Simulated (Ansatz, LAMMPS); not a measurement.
# Relaxing ionic liquid BMIM+ dicyanamide, from a frame at 450 K (90 atoms), part 2 of 3

Wanted: the relaxed structure of ionic liquid BMIM+ dicyanamide, from a frame at 450 K (90 atoms) and its electronic structure.

Ansatz 0.2.0; Kohn-Sham DFT, PBE+D4, PAW (set soft_2), plane waves.

The cell: 30 C, 15 N and 45 H. The network of contacts between molecules at the start is that of the classical potential that made the cell. The density was typed from a rule of thumb and may lie off the real one at this temperature. The Brillouin zone is sampled at Γ only, in a cell whose shortest periodic width is 10 Å.

So far. Step 3 (Single point at the start): Neighbours are counted within 1.34 Å (H-C), 1.85 Å (C-C), 1.79 Å (C-N).

## Step 4: Relaxation

With the cell held, the atoms are moved downhill towards a nearby minimum.

File input.yaml:

```yaml
crystal:
  lattice:
    - [9.90267, 0.0, 0.0]
    - [0.0, 9.90267, 0.0]
    - [0.0, 0.0, 9.90267]
  atoms:
    [... the 90 atom lines of step 3 ...]
kpoints:
  mp_grid: { grid: [1, 1, 1] }
hamiltonian:
  xc: pbe
  dispersion: d4
scf:
  occupations: { method: fixed }
output:
  forces: true
relax:
  f_tol: 0.05
  max_steps: 200
```

Run with:

```sh
$ ansatz run input.yaml --threads 4 --pin off --max-ram 8192MiB --backend cpu --events-out ev --progress --plain --runs-dir out
```

Numbers of over 12 decimals in the logs are rounded to 6 here.

Output:

```text
[...]
Crystal: 90 atoms, lattice volume = 971.084 Å³
Basis set: ecut = 420 eV, 18949 PW (Γ), exchange–correlation on 144×144×144 points (8 copies of the dense FFT grid, shifted against one another)
Bands: 210, of which v1, the nominal top of the filled ones, is band 120 counted from 1 (119 counted from 0)
Symmetry: 1 space group operations
[...]
k-points: 1
[...]
SCF iter   1: F=—  HF=-13999.311201 eV  |F-HF|=—  |Δ(HF+E_count)|=         —  Δρ=6.91e-3  dr2=7.30e-1  ethr=1.77e-3  ⟨swp⟩=5.0  Hψ=678  notcnv=0  defer=87
[...]
SCF iter   3: F=—  HF=-13999.150548 eV  |F-HF|=—  |Δ(HF+E_count)|=   1.88e-2  Δρ=1.86e-3  dr2=5.31e-2  ethr=6.03e-5  ⟨swp⟩=2.0  Hψ=244  notcnv=0  defer=30
automatic band count: iteration 3 solves 152 bands in place of 210: the levels show a gap, and the empty bands left out lie too high to hold charge; the band table lists the bands solved (type scf.n_extra_bands for more)
SCF iter   4: F=—  HF=-13999.144294 eV  |F-HF|=—  |Δ(HF+E_count)|=   6.25e-3  Δρ=1.08e-3  dr2=1.57e-2  ethr=2.21e-5  ⟨swp⟩=2.0  Hψ=266  notcnv=0  defer=30
[...]
SCF iter   7: F=-13999.141955 eV  HF=-13999.141986 eV  |F-HF|=3.10e-5  |Δ(HF+E_count)|=   2.56e-5  Δρ=6.72e-5  dr2=5.42e-5  ethr=2.60e-8  ⟨swp⟩=3.0  Hψ=634  notcnv=0
SCF 1 converged in 7 iterations: F = -13999.141955 eV  dr2 = 5.42e-5
[...]
relax step   1: F+E_penalty+E_count = -13999.14195534 eV  Δ(F+E_penalty+E_count) = +0.000e0 eV  max|allowed force component| = 1.059e1 eV/Å  Δτ_max = 0.0000 Å  (7 SCF iters, dr2 threshold 6.25e-5 eV, accepted)
[... from here on, the SCF cycles and remarks between the steps are left out ...]
relax step   2: F+E_penalty+E_count = -14006.03508688 eV  Δ(F+E_penalty+E_count) = -6.893e0 eV  max|allowed force component| = 3.285e0 eV/Å  Δτ_max = 0.1991 Å  (7 SCF iters, dr2 threshold 1.00e-4 eV, accepted)
relax step   3: F+E_penalty+E_count = -14008.08169034 eV  Δ(F+E_penalty+E_count) = -2.047e0 eV  max|allowed force component| = 1.933e0 eV/Å  Δτ_max = 0.1935 Å  (8 SCF iters, dr2 threshold 1.00e-4 eV, accepted)
relax step   4: F+E_penalty+E_count = -14008.57123900 eV  Δ(F+E_penalty+E_count) = -4.895e-1 eV  max|allowed force component| = 8.492e-1 eV/Å  Δτ_max = 0.1933 Å  (7 SCF iters, dr2 threshold 1.00e-4 eV, accepted)
relax step   5: F+E_penalty+E_count = -14008.88234304 eV  Δ(F+E_penalty+E_count) = -3.111e-1 eV  max|allowed force component| = 1.047e0 eV/Å  Δτ_max = 0.1917 Å  (7 SCF iters, dr2 threshold 1.00e-4 eV, accepted)
relax step   6: F+E_penalty+E_count = -14009.08997881 eV  Δ(F+E_penalty+E_count) = -2.076e-1 eV  max|allowed force component| = 5.622e-1 eV/Å  Δτ_max = 0.1950 Å  (7 SCF iters, dr2 threshold 1.00e-4 eV, accepted)
relax step   7: F+E_penalty+E_count = -14009.24373824 eV  Δ(F+E_penalty+E_count) = -1.538e-1 eV  max|allowed force component| = 5.812e-1 eV/Å  Δτ_max = 0.1938 Å  (7 SCF iters, dr2 threshold 9.11e-5 eV, accepted)
relax step   8: F+E_penalty+E_count = -14009.32828668 eV  Δ(F+E_penalty+E_count) = -8.455e-2 eV  max|allowed force component| = 3.333e-1 eV/Å  Δτ_max = 0.1930 Å  (7 SCF iters, dr2 threshold 9.74e-5 eV, accepted)
relax step   9: F+E_penalty+E_count = -14009.39082467 eV  Δ(F+E_penalty+E_count) = -6.254e-2 eV  max|allowed force component| = 3.505e-1 eV/Å  Δτ_max = 0.1953 Å  (7 SCF iters, dr2 threshold 3.65e-5 eV, accepted)
relax step  10: F+E_penalty+E_count = -14009.43953159 eV  Δ(F+E_penalty+E_count) = -4.871e-2 eV  max|allowed force component| = 4.219e-1 eV/Å  Δτ_max = 0.1952 Å  (7 SCF iters, dr2 threshold 4.04e-5 eV, accepted)
relax step  11: F+E_penalty+E_count = -14009.48382957 eV  Δ(F+E_penalty+E_count) = -4.430e-2 eV  max|allowed force component| = 3.425e-1 eV/Å  Δτ_max = 0.1955 Å  (7 SCF iters, dr2 threshold 1.00e-4 eV, accepted)
relax step  12: F+E_penalty+E_count = -14009.51535994 eV  Δ(F+E_penalty+E_count) = -3.153e-2 eV  max|allowed force component| = 3.251e-1 eV/Å  Δτ_max = 0.1533 Å  (7 SCF iters, dr2 threshold 7.73e-5 eV, accepted)
relax step  13: F+E_penalty+E_count = -14009.54003259 eV  Δ(F+E_penalty+E_count) = -2.467e-2 eV  max|allowed force component| = 2.523e-1 eV/Å  Δτ_max = 0.1239 Å  (7 SCF iters, dr2 threshold 6.96e-5 eV, accepted)
relax step  14: F+E_penalty+E_count = -14009.56007376 eV  Δ(F+E_penalty+E_count) = -2.004e-2 eV  max|allowed force component| = 2.047e-1 eV/Å  Δτ_max = 0.1348 Å  (7 SCF iters, dr2 threshold 3.83e-5 eV, accepted)
relax step  15: F+E_penalty+E_count = -14009.57055428 eV  Δ(F+E_penalty+E_count) = -1.048e-2 eV  max|allowed force component| = 1.522e-1 eV/Å  Δτ_max = 0.1080 Å  (7 SCF iters, dr2 threshold 2.52e-5 eV, accepted)
relax step  16: F+E_penalty+E_count = -14009.58016376 eV  Δ(F+E_penalty+E_count) = -9.609e-3 eV  max|allowed force component| = 1.346e-1 eV/Å  Δτ_max = 0.0688 Å  (7 SCF iters, dr2 threshold 1.28e-5 eV, accepted)
relax step  17: F+E_penalty+E_count = -14009.58790435 eV  Δ(F+E_penalty+E_count) = -7.741e-3 eV  max|allowed force component| = 9.719e-2 eV/Å  Δτ_max = 0.0849 Å  (7 SCF iters, dr2 threshold 1.00e-5 eV, accepted)
relax step  18: F+E_penalty+E_count = -14009.59425403 eV  Δ(F+E_penalty+E_count) = -6.350e-3 eV  max|allowed force component| = 1.055e-1 eV/Å  Δτ_max = 0.1059 Å  (8 SCF iters, dr2 threshold 4.93e-6 eV, accepted)
relax step  19: F+E_penalty+E_count = -14009.59897621 eV  Δ(F+E_penalty+E_count) = -4.722e-3 eV  max|allowed force component| = 8.699e-2 eV/Å  Δτ_max = 0.0884 Å  (7 SCF iters, dr2 threshold 5.80e-6 eV, accepted)
relax step  20: F+E_penalty+E_count = -14009.60566394 eV  Δ(F+E_penalty+E_count) = -6.688e-3 eV  max|allowed force component| = 9.994e-2 eV/Å  Δτ_max = 0.1252 Å  (8 SCF iters, dr2 threshold 5.15e-6 eV, accepted)
relax step  21: F+E_penalty+E_count = -14009.61265609 eV  Δ(F+E_penalty+E_count) = -6.992e-3 eV  max|allowed force component| = 1.654e-1 eV/Å  Δτ_max = 0.1628 Å  (8 SCF iters, dr2 threshold 6.79e-6 eV, accepted)
relax step  22: F+E_penalty+E_count = -14009.61747422 eV  Δ(F+E_penalty+E_count) = -4.818e-3 eV  max|allowed force component| = 2.294e-1 eV/Å  Δτ_max = 0.1586 Å  (7 SCF iters, dr2 threshold 2.74e-5 eV, accepted)
relax step  23: F+E_penalty+E_count = -14009.62495227 eV  Δ(F+E_penalty+E_count) = -7.478e-3 eV  max|allowed force component| = 2.018e-1 eV/Å  Δτ_max = 0.0719 Å  (6 SCF iters, dr2 threshold 5.26e-5 eV, accepted)
relax step  24: F+E_penalty+E_count = -14009.63175949 eV  Δ(F+E_penalty+E_count) = -6.807e-3 eV  max|allowed force component| = 1.375e-1 eV/Å  Δτ_max = 0.0940 Å  (6 SCF iters, dr2 threshold 3.15e-5 eV, accepted)
[...]
relax step  26: F+E_penalty+E_count = -14009.64014982 eV  Δ(F+E_penalty+E_count) = -2.791e-3 eV  max|allowed force component| = 6.149e-2 eV/Å  Δτ_max = 0.0865 Å  (10 SCF iters, accepted)
relax step  27: F+E_penalty+E_count = -14009.64183608 eV  Δ(F+E_penalty+E_count) = -1.686e-3 eV  max|allowed force component| = 6.965e-2 eV/Å  Δτ_max = 0.0747 Å  (9 SCF iters, accepted)
[...]
relax step  34: F+E_penalty+E_count = -14009.67296729 eV  Δ(F+E_penalty+E_count) = -1.008e-2 eV  max|allowed force component| = 2.437e-1 eV/Å  Δτ_max = 0.1953 Å  (6 SCF iters, dr2 threshold 5.88e-5 eV, accepted)
relax step  35: F+E_penalty+E_count = -14009.68587622 eV  Δ(F+E_penalty+E_count) = -1.291e-2 eV  max|allowed force component| = 2.865e-1 eV/Å  Δτ_max = 0.1951 Å  (6 SCF iters, dr2 threshold 5.94e-5 eV, accepted)
relax step  36: F+E_penalty+E_count = -14009.69718686 eV  Δ(F+E_penalty+E_count) = -1.131e-2 eV  max|allowed force component| = 3.086e-1 eV/Å  Δτ_max = 0.1973 Å  (6 SCF iters, dr2 threshold 8.21e-5 eV, accepted)
relax step  37: F+E_penalty+E_count = -14009.70715370 eV  Δ(F+E_penalty+E_count) = -9.967e-3 eV  max|allowed force component| = 3.042e-1 eV/Å  Δτ_max = 0.1950 Å  (6 SCF iters, dr2 threshold 9.52e-5 eV, accepted)
relax step  38: F+E_penalty+E_count = -14009.71571894 eV  Δ(F+E_penalty+E_count) = -8.565e-3 eV  max|allowed force component| = 2.722e-1 eV/Å  Δτ_max = 0.1949 Å  (6 SCF iters, dr2 threshold 8.99e-5 eV, accepted)
relax step  39: F+E_penalty+E_count = -14009.71728636 eV  Δ(F+E_penalty+E_count) = -1.567e-3 eV  max|allowed force component| = 2.824e-1 eV/Å  Δτ_max = 0.1634 Å  (6 SCF iters, dr2 threshold 5.93e-5 eV, accepted)
relax step  40: F+E_penalty+E_count = -14009.72496542 eV  Δ(F+E_penalty+E_count) = -7.679e-3 eV  max|allowed force component| = 1.259e-1 eV/Å  Δτ_max = 0.0776 Å  (5 SCF iters, dr2 threshold 6.38e-5 eV, accepted)
relax step  41: F+E_penalty+E_count = -14009.72645437 eV  Δ(F+E_penalty+E_count) = -1.489e-3 eV  max|allowed force component| = 4.901e-2 eV/Å  Δτ_max = 0.0686 Å  (7 SCF iters, dr2 threshold 3.15e-6 eV, accepted)
relax step  42: F+E_penalty+E_count = -14009.72645474 eV  Δ(F+E_penalty+E_count) = -3.744e-7 eV  max|allowed force component| = 4.897e-2 eV/Å  Δτ_max = 0.0000 Å  (4 SCF iters, accepted)
SCF converged after 4 iterations
Free energy (F): -14009.726455 eV
[...]
Internal energy: -14009.726455 eV  (E = F + TS)
E sigma→0 (E₀):  -14009.726455 eV
Fermi energy:    0.093616 eV
[...]
--- Forces (eV/Å), atoms counted from 1 ---
  atom   1  C      0.01039644     0.00982209    -0.02490499
  atom   2  C     -0.01119720    -0.01709454    -0.00821448
  atom   3  C     -0.01279701     0.00615676     0.01567318
  atom   4  C      0.00067817     0.00117181     0.01690052
  atom   5  N      0.01286209    -0.01370274     0.01223779
  atom   6  C      0.01391359    -0.00419474     0.00979792
  atom   7  C      0.00466223     0.00108466    -0.00082656
  atom   8  N      0.00621218    -0.00393498     0.00391150
  atom   9  C     -0.00545637    -0.00637295    -0.00004560
  atom  10  C     -0.00619310    -0.00118003     0.00498533
  atom  11  H      0.00048132     0.00889295    -0.01264042
  atom  12  H      0.02809584     0.00192158     0.00016977
  atom  13  H      0.01980471     0.01951966    -0.00944949
  atom  14  H     -0.01662684    -0.01095201    -0.00852387
[...]
atom  89  C     -0.00881887     0.00099867     0.00571077
  atom  90  N      0.00262065    -0.00092676    -0.00667094
  max |Σ_I F_I| component: 3.23e-5 eV/Å
--- Relaxed structure (42 steps of the walk, 42 accepted, 0 SCFs on fresh bases) ---
  F+E_penalty+E_count = -14009.72645474 eV   max|allowed force component| = 4.897e-2 eV/Å
  atoms:
    - { symbol: C, position: [0.425452, 0.922325, 1.151235] }
    - { symbol: C, position: [0.538826, 0.996989, 0.077511] }
    - { symbol: C, position: [0.522522, 0.00466393, 0.923907] }
    - { symbol: C, position: [0.391984, 0.070985, 0.875252] }
[...]
- { symbol: N, position: [0.044475, 0.038036, 0.110193] }
```

Elapsed: 3 min, on 4 threads of Arm Neoverse V2, shared host; peak memory 0.9 GiB.

Relaxation path (22 of 42):

| step | energy less that of the first step (eV) | largest force component (eV/Å) |
| --- | --- | --- |
| 1 | 0.0000 | 10.5857 |
| 3 | -8.9397 | 1.9332 |
| 5 | -9.7404 | 1.0471 |
| 7 | -10.1018 | 0.5812 |
| 9 | -10.2489 | 0.3505 |
| 11 | -10.3419 | 0.3425 |
| 13 | -10.3981 | 0.2523 |
| 15 | -10.4286 | 0.1522 |
| 17 | -10.4459 | 0.0972 |
| 19 | -10.4570 | 0.0870 |
| 21 | -10.4707 | 0.1654 |
| 22 | -10.4755 | 0.2294 |
| 24 | -10.4898 | 0.1375 |
| 26 | -10.4982 | 0.0615 |
| 28 | -10.5015 | 0.0731 |
| 30 | -10.5062 | 0.1321 |
| 32 | -10.5121 | 0.2110 |
| 34 | -10.5310 | 0.2437 |
| 36 | -10.5552 | 0.3086 |
| 38 | -10.5738 | 0.2722 |
| 40 | -10.5830 | 0.1259 |
| 42 | -10.5845 | 0.0490 |

The atoms that moved most (Å):

| atom | dx | dy | dz | length |
| --- | --- | --- | --- | --- |
| H11 | 2.198 | 1.427 | 2.048 | 3.326 |
| H12 | 1.015 | 0.907 | 2.339 | 2.706 |
| H14 | 2.332 | 1.189 | -0.041 | 2.618 |
| C1 | 1.370 | 1.004 | 1.700 | 2.403 |
| H46 | 0.597 | -1.140 | 1.654 | 2.096 |
| H13 | 0.514 | 0.646 | 1.926 | 2.095 |
| H15 | 1.821 | 0.632 | -0.172 | 1.935 |
| H61 | -1.560 | 1.023 | -0.357 | 1.900 |

The relaxation changed the energy by -118 meV/atom, and atoms moved by 1.2 Å r.m.s., 3.3 Å at most.

## Step 5: Distances and neighbours after relaxation

Bonds before and after, by the cutoffs listed below:

| pair | bonds before | bonds after | mean before (Å) | mean after (Å) | spread before (Å) | spread after (Å) |
| --- | --- | --- | --- | --- | --- | --- |
| H-C | 45 | 45 | 1.100 | 1.096 | 0.039 | 0.005 |
| C-C | 12 | 12 | 1.462 | 1.489 | 0.062 | 0.070 |
| C-N | 30 | 30 | 1.361 | 1.335 | 0.119 | 0.094 |

Density 1.05 g/cm³, 10.79 Å³ an atom.

g(r), total and by pair (bins of 0.2 Å):

| r (Å) | total | H-H | H-C | H-N | C-C | C-N | N-N |
| --- | --- | --- | --- | --- | --- | --- | --- |
| 1.00 | 2.97 | 0.00 | 8.90 | 0.00 | 0.00 | 0.00 | 0.00 |
| 1.20 | 1.15 | 0.00 | 2.04 | 0.00 | 0.00 | 4.26 | 0.00 |
| 1.40 | 1.31 | 0.00 | 0.00 | 0.00 | 1.36 | 10.47 | 0.00 |
| 1.60 | 0.37 | 0.00 | 0.00 | 0.00 | 3.33 | 0.00 | 0.00 |
| 1.80 | 0.81 | 3.26 | 0.00 | 0.00 | 0.00 | 0.00 | 0.00 |
| 2.00 | 0.29 | 0.00 | 0.00 | 1.75 | 0.00 | 0.00 | 0.00 |
| 2.20 | 1.68 | 0.31 | 2.72 | 2.31 | 1.21 | 1.04 | 2.18 |
| 2.40 | 0.72 | 1.67 | 0.00 | 0.30 | 1.16 | 0.28 | 3.37 |
| 2.60 | 0.91 | 2.06 | 0.49 | 0.26 | 1.58 | 0.13 | 0.00 |
| 2.80 | 0.93 | 0.92 | 1.46 | 1.31 | 0.00 | 0.00 | 0.00 |
| 3.00 | 0.81 | 1.25 | 0.93 | 0.83 | 0.18 | 0.28 | 0.00 |
| 3.20 | 0.86 | 0.71 | 1.21 | 0.93 | 0.58 | 0.41 | 0.34 |
| 3.40 | 0.97 | 0.74 | 1.34 | 0.87 | 0.29 | 1.33 | 0.29 |
| 3.60 | 0.97 | 0.74 | 1.02 | 0.93 | 0.99 | 1.54 | 0.26 |
| 3.80 | 1.06 | 1.31 | 0.89 | 1.06 | 1.31 | 0.82 | 0.95 |
| 4.00 | 1.12 | 1.03 | 0.81 | 1.56 | 1.12 | 1.40 | 1.71 |
| 4.20 | 1.08 | 1.18 | 0.94 | 1.17 | 1.13 | 0.97 | 1.35 |
| 4.40 | 0.91 | 0.75 | 0.97 | 0.91 | 0.92 | 0.93 | 1.58 |
| 4.60 | 1.08 | 0.95 | 1.01 | 1.25 | 1.25 | 1.18 | 1.14 |
| 4.80 | 0.95 | 0.72 | 1.24 | 0.72 | 0.82 | 1.15 | 0.74 |

Bonds by pair of elements; cutoffs follow the first minimum of g(r), held within bounds set by covalent radii, and pairs that aren't listed don't count as bonded:

| pair A-B | cutoff (Å) | bonds | mean length (Å) | spread (Å) | shortest (Å) | B about A | A about B |
| --- | --- | --- | --- | --- | --- | --- | --- |
| H-C | 1.34 | 45 | 1.10 | 0.005 | 1.08 | 1 | 1.5 |
| C-C | 1.85 | 12 | 1.49 | 0.07 | 1.37 | 0.8 | 0.8 |
| C-N | 1.79 | 30 | 1.33 | 0.094 | 1.18 | 1 | 2 |

How many atoms have how many bonded neighbours:

| element | mean | 1 | 2 | 3 | 4 |
| --- | --- | --- | --- | --- | --- |
| C | 3.3 | 0 | 6 | 9 | 15 |
| H | 1 | 45 | 0 | 0 | 0 |
| N | 2 | 6 | 3 | 6 | 0 |

Bond angles, per cent of each kind in bins of 5°:

| angle (°) | C-C-H | H-C-N | H-C-H | C-N-C |
| --- | --- | --- | --- | --- |
| 105–110 | 48.9 | 48.1 | 92.6 | 28.6 |
| 110–115 | 37.8 | 7.4 | 7.4 | 0.0 |
| 115–120 | 0.0 | 0.0 | 0.0 | 0.0 |
| 120–125 | 0.0 | 25.9 | 0.0 | 23.8 |
| 125–130 | 0.0 | 18.5 | 0.0 | 47.6 |
| 130–135 | 13.3 | 0.0 | 0.0 | 0.0 |

Bond angles (no mean is given where the spread exceeds 20°):

| angle | count | mean (°) | spread (°) |
| --- | --- | --- | --- |
| C-C-H | 45 | 113 | 7.4 |
| H-C-N | 27 | 115 | 7.9 |
| H-C-H | 27 | 108 | 1.4 |
| C-N-C | 21 | 120 | 7.3 |
| C-C-N | 9 | 109 | 2.7 |

Bond length by coordination (bonds to H left out):

| element | coordination | atoms | mean bond length (Å) |
| --- | --- | --- | --- |
| C | 2 | 6 | 1.24 |
| C | 3 | 9 | 1.36 |
| C | 4 | 15 | 1.51 |
| N | 1 | 6 | 1.18 |
| N | 2 | 3 | 1.30 |
| N | 3 | 6 | 1.40 |

Rings of the network by King's shortest-path rule, up to 12 atoms, one path for each pair of neighbours; H, halogens, alkali and alkaline-earth atoms are left out, and the last column divides by all other atoms, bonded or not:

| ring size (atoms) | rings | per network atom |
| --- | --- | --- |
| 5 | 3 | 0.067 |

Counting bonds as in the table, 50 % of C atoms have 4, all H atoms have 1 and 40 % of N atoms have 1 and as many 3 bonded neighbours. The C-C-H angle averages 113° with a spread of 7°. All rings counted have 5 atoms.

[end of part 2 of 3]

[Logs are printed without paths, hosts, clocks, repeated set-up lines and the standing remarks that a program may print on its own settings, such as how far it seeks lower states.]

[Hosts, paths, dates, database ids (printed as entryN), source tags and the programs' standing remarks are cut or masked in the printed files.]
